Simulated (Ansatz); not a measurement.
# Li on W(100): change of the work function, part 2 of 3

Aim: the work function of W(100) at several coverages of Li (hollow site), and the dipole that each adsorbate carries.

Ansatz 0.2.0; plane-wave DFT, PBE, Ansatz PAW.

So far, work function, upper face (eV): step 2 (the clean slab) 4.14.

### Step 3. The covered slab, k-mesh 6×6×1, coverage 0.25 ML

System of this step: LiW20 (Li/W(100)). The cell holds 21 atoms: 20 W and 1 Li. Its edges and angles: a = 6.320 Å, b = 6.320 Å, c = 26.216 Å, α = 90.0°, β = 90.0°, γ = 90.0°. Vacuum lies along c.

The clean slab as it ended is repeated in the plane and the adsorbate is set on one face; the cell's size fixes the coverage, and the k-mesh shrinks with it to keep the sampling density about even. Adsorbate and upper layers relax, since the dipole depends on the height.

Contents of input.yaml:

```yaml
crystal:
  lattice:
    - [6.32, 0.0, 0.0]
    - [0.0, 6.32, 0.0]
    - [0.0, 0.0, 26.216469939]
  atoms:
    - { symbol: W, position: [0.0, 0.0, 0.3432956466] }
    - { symbol: W, position: [0.25, 0.25, 0.4035631045] }
    - { symbol: W, position: [0.0, 0.0, 0.4637988487] }
    - { symbol: W, position: [0.25, 0.25, 0.5265310689] }
    - { symbol: W, position: [0.0, 0.0, 0.5810929683] }
    - { symbol: W, position: [0.0, 0.5, 0.3432956466] }
    - { symbol: W, position: [0.25, 0.75, 0.4035631045] }
    - { symbol: W, position: [0.0, 0.5, 0.4637988487] }
    - { symbol: W, position: [0.25, 0.75, 0.5265310689] }
    - { symbol: W, position: [0.0, 0.5, 0.5810929683] }
    - { symbol: W, position: [0.5, 0.0, 0.3432956466] }
    - { symbol: W, position: [0.75, 0.25, 0.4035631045] }
    - { symbol: W, position: [0.5, 0.0, 0.4637988487] }
    - { symbol: W, position: [0.75, 0.25, 0.5265310689] }
    - { symbol: W, position: [0.5, 0.0, 0.5810929683] }
    - { symbol: W, position: [0.5, 0.5, 0.3432956466] }
    - { symbol: W, position: [0.75, 0.75, 0.4035631045] }
    - { symbol: W, position: [0.5, 0.5, 0.4637988487] }
    - { symbol: W, position: [0.75, 0.75, 0.5265310689] }
    - { symbol: W, position: [0.5, 0.5, 0.5810929683] }
    - { symbol: Li, position: [0.25, 0.25, 0.6567043534] }
kpoints:
  mp_grid: { grid: [6, 6, 1] }
hamiltonian:
  xc: pbe
scf:
  occupations: { method: fermi_dirac, width: 0.1 }
  convergence: { dr2_threshold: 1.0e-08 }
efield:
  axis: 3
  dipole_correction: true
  ramp_position: 0.97
  ramp_width: 0.06
relax:
  f_tol: 0.02
  max_steps: 60
  constraints: [{ sites: [0, 1, 5, 6, 10, 11, 15, 16] }]
output:
  dos: { projected: true, e_range: [-8, 4] }
  write_potential: true
  write_density: true
  volumetric_format: npy
  elf: true
```

The run is started by

```
$ ansatz run input.yaml --threads 4 --pin off --max-ram 6144MiB --backend cpu --events-out ev --progress --plain --runs-dir out
```

Numbers of over 12 decimals in the logs are rounded to 6 here.

Output:

```text
[...]
Crystal: 21 atoms, lattice volume = 1047.149 Å³
Basis set: ecut = 420 eV, 20515 PW (Γ), exchange–correlation on 90×90×360 points (8 copies of the dense FFT grid, shifted against one another)
Bands: 170, of which v1, the nominal top of the filled ones, is band 142 counted from 1 (141 counted from 0)
Symmetry: 8 space group operations
[...]
k-points: 10 of 36
[...]
SCF iter   1: F=—  HF=-207881.588745 eV  |F-HF|=—  |Δ(HF+E_count)|=         —  Δρ=6.09e-3  dr2=2.52e0  ethr=1.77e-3  p=0.314 e·Å  D=5.42e-2 V/Å  ΔV_dip=-1.42 eV  dr2_dipole=8.98e-1  V_vac-E_F(+/−)=2.98/4.40 eV  ⟨swp⟩=10.3  Hψ=8710  notcnv=0
[...]
SCF iter  10: F=-207881.477432 eV  HF=-207881.477432 eV  |F-HF|=1.09e-8  |Δ(HF+E_count)|=   2.85e-8  Δρ=4.63e-7  dr2=6.60e-9  ethr=3.53e-12  p=0.228 e·Å  D=3.94e-2 V/Å  ΔV_dip=-1.03 eV  dr2_dipole=1.57e-10  V_vac-E_F(+/−)=3.21/4.24 eV  ⟨swp⟩=11.1  Hψ=13836  notcnv=0
SCF 1 converged in 10 iterations: F = -207881.477432 eV  dr2 = 6.60e-9
[...]
relax step   1: F+E_penalty+E_count = -207881.47743153 eV  Δ(F+E_penalty+E_count) = +0.000e0 eV  max|allowed force component| = 2.067e-1 eV/Å  Δτ_max = 0.0000 Å  (10 SCF iters, accepted)
[...]
iter 1 solved again at ethr=1.33e-4 eV; its pass at ethr=3.10e-3 eV (dr2=3.75e-1 eV) is discarded
SCF iter   1: F=—  HF=-207881.608914 eV  |F-HF|=—  |Δ(HF+E_count)|=         —  Δρ=4.43e-3  dr2=4.42e-1  ethr=1.33e-4  p=0.228 e·Å  D=3.94e-2 V/Å  ΔV_dip=-1.03 eV  dr2_dipole=1.04e-1  V_vac-E_F(+/−)=3.23/4.26 eV  ⟨swp⟩=2.0  Hψ=5836  notcnv=0
[...]
eigensolver tolerance schedule calibrated: the retry pair's looser diagonalisation under-reported the residual by θ = 0.15 (0.11/decade); ethr = c·dr2/N_el runs at the constant in force after the calibration composes with the one it found (an armed cap, an earlier calibration), c = 8.3e-2
[...]
SCF iter   2: F=—  HF=-207881.589569 eV  |F-HF|=—  |Δ(HF+E_count)|=   1.93e-2  Δρ=1.73e-3  dr2=1.04e-1  ethr=1.30e-4  p=0.184 e·Å  D=3.18e-2 V/Å  ΔV_dip=-0.83 eV  dr2_dipole=3.66e-3  V_vac-E_F(+/−)=3.41/4.24 eV  ⟨swp⟩=2.8  Hψ=2578  notcnv=0
[...]
SCF iter  10: F=-207881.578181 eV  HF=-207881.578181 eV  |F-HF|=3.32e-9  |Δ(HF+E_count)|=   2.08e-8  Δρ=3.08e-7  dr2=2.44e-9  ethr=2.94e-12  p=0.170 e·Å  D=2.95e-2 V/Å  ΔV_dip=-0.77 eV  dr2_dipole=1.65e-10  V_vac-E_F(+/−)=3.47/4.24 eV  ⟨swp⟩=12.5  Hψ=12679  notcnv=0
SCF 2 converged in 10 iterations: F = -207881.578181 eV  dr2 = 2.44e-9
relax step   2: F+E_penalty+E_count = -207881.57818102 eV  Δ(F+E_penalty+E_count) = -1.007e-1 eV  max|allowed force component| = 4.560e-1 eV/Å  Δτ_max = 0.1714 Å  (10 SCF iters, accepted)
SCF iter   1: F=—  HF=-207881.763305 eV  |F-HF|=—  |Δ(HF+E_count)|=         —  Δρ=5.98e-3  dr2=1.13e0  ethr=2.46e-3  p=0.170 e·Å  D=2.95e-2 V/Å  ΔV_dip=-0.77 eV  dr2_dipole=1.84e-1  V_vac-E_F(+/−)=3.49/4.27 eV  ⟨swp⟩=4.8  Hψ=3799  notcnv=0
[...]
SCF iter  10: F=-207881.672019 eV  HF=-207881.672019 eV  |F-HF|=7.28e-9  |Δ(HF+E_count)|=   6.81e-8  Δρ=6.25e-7  dr2=7.07e-9  ethr=3.53e-12  p=0.121 e·Å  D=2.10e-2 V/Å  ΔV_dip=-0.55 eV  dr2_dipole=1.38e-10  V_vac-E_F(+/−)=3.69/4.23 eV  ⟨swp⟩=10.4  Hψ=13406  notcnv=0
SCF 3 converged in 10 iterations: F = -207881.672019 eV  dr2 = 7.07e-9
relax step   3: F+E_penalty+E_count = -207881.67201891 eV  Δ(F+E_penalty+E_count) = -9.384e-2 eV  max|allowed force component| = 3.531e-1 eV/Å  Δτ_max = 0.1954 Å  (10 SCF iters, accepted)
[...]
relax step   4: F+E_penalty+E_count = -207881.68846321 eV  Δ(F+E_penalty+E_count) = -1.644e-2 eV  max|allowed force component| = 3.022e-1 eV/Å  Δτ_max = 0.0417 Å  (10 SCF iters, accepted)
[...]
relax step   5: F+E_penalty+E_count = -207881.69431121 eV  Δ(F+E_penalty+E_count) = -5.848e-3 eV  max|allowed force component| = 6.309e-2 eV/Å  Δτ_max = 0.0775 Å  (8 SCF iters, accepted)
[...]
relax step   6: F+E_penalty+E_count = -207881.69501639 eV  Δ(F+E_penalty+E_count) = -7.052e-4 eV  max|allowed force component| = 5.342e-2 eV/Å  Δτ_max = 0.0205 Å  (8 SCF iters, accepted)
SCF iter   1: F=—  HF=-207881.695890 eV  |F-HF|=—  |Δ(HF+E_count)|=         —  Δρ=2.22e-4  dr2=2.38e-3  ethr=3.07e-6  p=0.139 e·Å  D=2.40e-2 V/Å  ΔV_dip=-0.63 eV  dr2_dipole=4.06e-4  V_vac-E_F(+/−)=3.60/4.23 eV  ⟨swp⟩=2.3  Hψ=2697  notcnv=0
[...]
SCF iter   7: F=-207881.695365 eV  HF=-207881.695365 eV  |F-HF|=6.52e-9  |Δ(HF+E_count)|=   2.29e-8  Δρ=4.11e-7  dr2=4.81e-9  ethr=3.53e-12  p=0.139 e·Å  D=2.40e-2 V/Å  ΔV_dip=-0.63 eV  dr2_dipole=4.02e-10  V_vac-E_F(+/−)=3.60/4.23 eV  ⟨swp⟩=11.8  Hψ=12935  notcnv=0
SCF 7 converged in 7 iterations: F = -207881.695365 eV  dr2 = 4.81e-9
relax step   7: F+E_penalty+E_count = -207881.69536478 eV  Δ(F+E_penalty+E_count) = -3.484e-4 eV  max|allowed force component| = 1.332e-3 eV/Å  Δτ_max = 0.0040 Å  (7 SCF iters, accepted)
NSCF: frozen V_eff on 10 k-points
[...]
SCF converged after 7 iterations
Free energy (F): -207881.695365 eV
[...]
Internal energy: -207881.009030 eV  (E = F + TS)
E sigma→0 (E₀):  -207881.352198 eV
Entropy (-TS):   -0.686335 eV (-32.683 meV/atom)
Fermi energy:    4.238955 eV
Dipole field:    D = 0.024041 V/Å  (p = 0.139126 e·Å, saw-weighted, corrected)
Work function:   Φ+ = 3.6033 eV   Φ− = 4.2336 eV
[...]
--- Forces (eV/Å), atoms counted from 1 ---
  atom   1  W     -0.03405639    -0.03405639     1.28925411
  atom   2  W     -0.00000000    -0.00000000    -1.12172343
  atom   3  W      0.00076206     0.00076206     0.00096269
  atom   4  W      0.00000000     0.00000000     0.00133211
  atom   5  W      0.00058109     0.00058109    -0.00084923
  atom   6  W     -0.03405639     0.03405639     1.28925411
  atom   7  W     -0.00000000    -0.00000000    -1.30948029
  atom   8  W      0.00076206    -0.00076206     0.00096269
  atom   9  W     -0.00000000     0.00000000    -0.00052971
  atom  10  W      0.00058109    -0.00058109    -0.00084923
  atom  11  W      0.03405639    -0.03405639     1.28925411
  atom  12  W     -0.00000000    -0.00000000    -1.30948029
  atom  13  W     -0.00076206     0.00076206     0.00096269
  atom  14  W      0.00000000     0.00000000    -0.00052971
  atom  15  W     -0.00058109     0.00058109    -0.00084923
  atom  16  W      0.03405639     0.03405639     1.28925411
  atom  17  W     -0.00000000    -0.00000000    -1.41663905
  atom  18  W     -0.00076206    -0.00076206     0.00096269
  atom  19  W     -0.00000000     0.00000000    -0.00034968
  atom  20  W     -0.00058109    -0.00058109    -0.00084923
  atom  21  Li    -0.00000000    -0.00000000    -0.00008609
  max |Σ_I F_I| component: 1.59e-5 eV/Å
--- Band table (eV; the first three rows and the last of 10) ---
  k-point 0: bands = [... 138 lower, 4.2099, 4.2478, 4.2478, 4.3525, 4.4099, 4.4099, 4.5102, 5.1219, ... 24 higher]
  k-point 1: bands = [... 138 lower, 4.0580, 4.1792, 4.2729, 4.3715, 4.3810, 4.6777, 4.7936, 4.9602, ... 24 higher]
  k-point 2: bands = [... 138 lower, 4.0856, 4.1413, 4.3173, 4.4206, 4.4931, 4.5230, 4.5640, 4.7134, ... 24 higher]
  k-point 9: bands = [... 138 lower, 3.8775, 4.0205, 4.0252, 4.0252, 4.0261, 4.0716, 4.1053, 4.1712, ... 24 higher]
--- Relaxed structure (7 steps of the walk, 7 accepted, 0 SCFs on fresh bases) ---
  F+E_penalty+E_count = -207881.69536478 eV   max|allowed force component| = 1.332e-3 eV/Å
  atoms:
    - { symbol: W, position: [0.0, 0.0, 0.3432956466] }
    - { symbol: W, position: [0.250000, 0.250000, 0.4035631045] }
    - { symbol: W, position: [0.00291583, 0.00291583, 0.464228] }
    - { symbol: W, position: [0.250000, 0.250000, 0.530649] }
    - { symbol: W, position: [-0.022274, -0.022274, 0.582364] }
    - { symbol: W, position: [0.0, 0.500000, 0.3432956466] }
    - { symbol: W, position: [0.250000, 0.75, 0.4035631045] }
    - { symbol: W, position: [0.00291583, 0.497084, 0.464228] }
    - { symbol: W, position: [0.250000, 0.75, 0.525981] }
    - { symbol: W, position: [-0.022274, 0.522274, 0.582364] }
    - { symbol: W, position: [0.500000, 0.0, 0.3432956466] }
    - { symbol: W, position: [0.75, 0.250000, 0.4035631045] }
    - { symbol: W, position: [0.497084, 0.00291583, 0.464228] }
    - { symbol: W, position: [0.75, 0.250000, 0.525981] }
    - { symbol: W, position: [0.522274, -0.022274, 0.582364] }
    - { symbol: W, position: [0.500000, 0.500000, 0.3432956466] }
    - { symbol: W, position: [0.75, 0.75, 0.4035631045] }
    - { symbol: W, position: [0.497084, 0.497084, 0.464228] }
    - { symbol: W, position: [0.75, 0.75, 0.521878] }
    - { symbol: W, position: [0.522274, 0.522274, 0.582364] }
    - { symbol: Li, position: [0.250000, 0.250000, 0.646568] }
```

Run time: 3.2 min. Hardware: 4 threads of AMD EPYC 9R14 (Zen 4), shared host; peak memory 4.3 GiB; 13 min of CPU time.

Step by step:

| step | energy less that of the first step (eV) | largest force component (eV/Å) |
| --- | --- | --- |
| 1 | 0.0000 | 0.2067 |
| 2 | -0.1007 | 0.4560 |
| 3 | -0.1946 | 0.3531 |
| 4 | -0.2110 | 0.3022 |
| 5 | -0.2169 | 0.0631 |
| 6 | -0.2176 | 0.0534 |
| 7 | -0.2179 | 0.0013 |

The run keeps the 8 symmetry operations that it works with, so distortions that break them were not tested.

The atoms that moved most (Å):

| atom | dx | dy | dz | length |
| --- | --- | --- | --- | --- |
| Li21 | 0.000 | 0.000 | -0.266 | 0.266 |
| W5 | -0.141 | -0.141 | 0.033 | 0.202 |
| W15 | 0.141 | -0.141 | 0.033 | 0.202 |
| W10 | -0.141 | 0.141 | 0.033 | 0.202 |
| W20 | 0.141 | 0.141 | 0.033 | 0.202 |
| W19 | 0.000 | 0.000 | -0.122 | 0.122 |
| W4 | 0.000 | 0.000 | 0.108 | 0.108 |
| W3 | 0.018 | 0.018 | 0.011 | 0.028 |

The relaxed structure:

```cif
data_structure
_symmetry_space_group_name_H-M 'P 1'
_symmetry_Int_Tables_number 1
_cell_length_a 6.3200
_cell_length_b 6.3200
_cell_length_c 26.2165
_cell_angle_alpha 90.000
_cell_angle_beta 90.000
_cell_angle_gamma 90.000
_cell_volume 1047.15
loop_
_atom_site_label
_atom_site_type_symbol
_atom_site_fract_x
_atom_site_fract_y
_atom_site_fract_z
_atom_site_occupancy
W1 W 0.00000 0.00000 0.34330 1
W2 W 0.25000 0.25000 0.40356 1
W3 W 0.00292 0.00292 0.46423 1
W4 W 0.25000 0.25000 0.53065 1
W5 W 0.97773 0.97773 0.58236 1
W6 W 0.00000 0.50000 0.34330 1
W7 W 0.25000 0.75000 0.40356 1
W8 W 0.00292 0.49708 0.46423 1
W9 W 0.25000 0.75000 0.52598 1
W10 W 0.97773 0.52227 0.58236 1
W11 W 0.50000 0.00000 0.34330 1
W12 W 0.75000 0.25000 0.40356 1
W13 W 0.49708 0.00292 0.46423 1
W14 W 0.75000 0.25000 0.52598 1
W15 W 0.52227 0.97773 0.58236 1
W16 W 0.50000 0.50000 0.34330 1
W17 W 0.75000 0.75000 0.40356 1
W18 W 0.49708 0.49708 0.46423 1
W19 W 0.75000 0.75000 0.52188 1
W20 W 0.52227 0.52227 0.58236 1
Li21 Li 0.25000 0.25000 0.64657 1
```

This step gave:

* energy at zero smearing: -207881.3522 eV
* work function, upper face: 3.603 eV
* work function, lower face: 4.234 eV
* dipole along the normal: 0.1391 e·Å
* step between the vacuum levels: -0.6303 eV

Running mean over 1.58 Å of the planar mean; the ramp of the sawtooth is left out. Table of electron's electrostatic potential energy less the Fermi level by z:

z (Å), electron's electrostatic potential energy less the Fermi level (eV) and a bar from the least value:
```
        4        4.2 ##############################
        5        4.2 ##############################
        6        4.1 ##############################
        7        3.4 #############################
        8       -2.6 ##################
        9      -11.3 ###
       10      -12.3 #
       11      -12.5 #
       12      -12.5 #
       13      -12.2 #
       14      -13.0 
       15      -12.8 
       16       -5.9 ############
       17        1.6 #########################
       18        3.2 ############################
       19        3.5 #############################
       20        3.6 #############################
       21        3.6 #############################
       22        3.6 #############################
       23        3.6 #############################
```

The density of states has structure finer than the step of the table below, so its rows give means over 0.25 eV, whole bins alone (the curve runs from -8 to 1.98 eV). Peaks (eV: height): -3.970: 55.2, -3.010: 42.2, -2.770: 40.0, -2.410: 44.2, 1.260: 38.7, 1.350: 39.1, 1.890: 45.8.

Density of states against energy, zero at the Fermi level; means over each step:

| energy (eV) | density of states (states/eV a cell) |
| --- | --- |
| -7.75 | 1.35 |
| -7.50 | 1.28 |
| -7.25 | 1.38 |
| -7.00 | 2.03 |
| -6.75 | 4.13 |
| -6.50 | 2.54 |
| -6.25 | 4.36 |
| -6.00 | 6.86 |
| -5.75 | 5.53 |
| -5.50 | 9.86 |
| -5.25 | 13.5 |
| -5.00 | 14.6 |
| -4.75 | 15.1 |
| -4.50 | 12.8 |
| -4.25 | 21.0 |
| -4.00 | 31.7 |
| -3.75 | 16.0 |
| -3.50 | 11.7 |
| -3.25 | 12.5 |
| -3.00 | 32.1 |
| -2.75 | 26.7 |
| -2.50 | 27.3 |
| -2.25 | 26.7 |
| -2.00 | 20.1 |
| -1.75 | 28.5 |
| -1.50 | 21.8 |
| -1.25 | 17.4 |
| -1.00 | 16.5 |
| -0.75 | 18.3 |
| -0.50 | 26.3 |
| -0.25 | 21.4 |
| 0.00 | 21.7 |
| 0.25 | 17.0 |
| 0.50 | 17.2 |
| 0.75 | 17.7 |
| 1.00 | 19.2 |
| 1.25 | 29.8 |
| 1.50 | 26.6 |
| 1.75 | 27.0 |

Projected DOS per atom over height of the atomic layer and energy from the Fermi level. Layers: W4 W4 W4 W4 W4 Li from below.

Ten even steps from '0' (0.00 states/eV) to '9' (2.17 states/eV), each cell a mean:
```
655550
845462
523250
622150
912260
821381
422251
533350
545460
756560
476740
243530
243320
565650
134330
135310
023210
012100
000000
000000
000000
000000
```
Columns: height of the atomic layer (Å) from 9 to 17.0 (not evenly spaced); rows upwards: energy from the Fermi level (eV) from -7.96 to 1.95.

ELF in the ca plane at fractional y = 0.250, with atoms of W and Li within 0.2 Å of it. It is the smooth field of the valence electrons, not physical close to the nuclei.

Ten even steps from '0' (0.00 × 1e-1) to '9' (9.81 × 1e-1), each cell a mean:
```
34444422244444322344333444432100000000000000
33444222224443222223433333321100000000000000
33442366632442466632333333221000000000000000
33431552541322542631343332221000000000000000
33431552541322542631343332221000000000000000
33442366632442466532333333221000000000000000
33444222224443222223433333321100000000000000
34444422344444422344333444432100000000000000
44444433444444433344444554432100000000000000
33444311234444321134455421111000000000000000
33443345433443245433453100000000000000000000
33432464642332464651341178200000000000000000
33431541551331451451231399600000000000000000
33432464642332465651341167200000000000000000
33443344433443244433453100000000000000000000
33444311234444321234455421111000000000000000
44444433444444433344444554432100000000000000
```
Columns run along c (16.0 Å, from fractional 0.31 to 0.92 of the cell), rows up along a (6.3 Å). Atoms in or near the plane, at fractional coordinates: W at (0.40, 0.25), W at (0.53, 0.25), W at (0.40, 0.75), W at (0.53, 0.75), Li at (0.65, 0.25).

Electrostatic potential energy in the ca plane at fractional y = 0.250, with atoms of W and Li within 0.2 Å of it. With pseudopotentials it is smooth inside the atoms' cores, unlike the true potential.

Ten even steps from '0' (-56 eV) to '9' (9 eV), each cell a mean:
```
99999988899999988999999999999999999999999999
99999865689999765789999999999999999999999999
99998521258998411368999999999999999999999999
99997300037997200048999999999999999999999999
99997300037997200048999999999999999999999999
99998521258998411368999999999999999999999999
99999865689999766789999999999999999999999999
99999998899999988999999999999999999999999999
99999999999999999999999999999999999999999999
99999887889999887889999999999999999999999999
99998743478998743478999888899999999999999999
99998400048998410048999755789999999999999999
99997300037997300027998633689999999999999999
99998400148998410048999755789999999999999999
99998743478999743478999988899999999999999999
99999887889999987889999999999999999999999999
99999999999999999999999999999999999999999999
```
Columns run along c (16.0 Å, from fractional 0.31 to 0.92 of the cell; values clipped at the 3rd and 97th percentile), rows up along a (6.3 Å). Atoms in or near the plane, at fractional coordinates: W at (0.40, 0.25), W at (0.53, 0.25), W at (0.40, 0.75), W at (0.53, 0.75), Li at (0.65, 0.25).

Valence density in the ca plane at fractional y = 0.250, with atoms of W and Li within 0.2 Å of it. It is the smooth field of the valence electrons, not physical close to the nuclei.

Ten steps, logarithmic in the rise over the least value, from '0' (0.0 e/Å³) to '9' (6.4 e/Å³), each cell a mean:
```
12333333333333333333222110000000000000000000
12233456543333455543221100000000000000000000
12234688864334788853221100000000000000000000
11234799974335899963221100000000000000000000
11234799974335899963221100000000000000000000
12234688864334688753221100000000000000000000
12233455543333455543221100000000000000000000
12333333333333333333222110000000000000000000
22333333333333333333222110000000000000000000
12333344443333344433322110000000000000000000
12233577754333567753322222000000000000000000
11234799974334689974322487300000000000000000
11234799974334799984222699500000000000000000
11234799974334689974322487300000000000000000
12233577754333567753322222000000000000000000
12333344443333344433322110000000000000000000
22333333333333333333222110000000000000000000
```
Columns run along c (16.0 Å, from fractional 0.31 to 0.92 of the cell), rows up along a (6.3 Å). Atoms in or near the plane, at fractional coordinates: W at (0.40, 0.25), W at (0.53, 0.25), W at (0.40, 0.75), W at (0.53, 0.75), Li at (0.65, 0.25).

The relaxation took 7 steps and lowered the energy by 0.22 eV; the largest force on the free atoms ends at 0.0013 eV/Å.

By hand: a sheet of dipoles makes a step −p/(ε₀A) in the electron's potential. With e/ε₀ = 180.95 V·Å, p = 0.1391 e·Å and A = 39.94 Å², that is −180.95 × (0.1391) / 39.94 = -0.630 eV, and the two vacuum levels of the run differ by -0.630 eV.

The covered face has 3.60 eV, -0.54 eV against the clean one; the bare back face has moved by -0.02 eV, a measure of how thin the slab is.

(Part 2 of 3 ends here.)

[Logs are printed without paths, hosts, clocks, repeated set-up lines and the standing remarks that a program may print on its own settings, such as how far it seeks lower states.]

[Hosts, paths, dates, database ids (printed as entryN), source tags and the programs' standing remarks are cut or masked in the printed files.]

[Maps of the electrostatic potential energy from Ansatz leave out the sawtooth potential of an applied field or a dipole correction, so their vacuum need not be flat; planar profiles and work functions include it.]
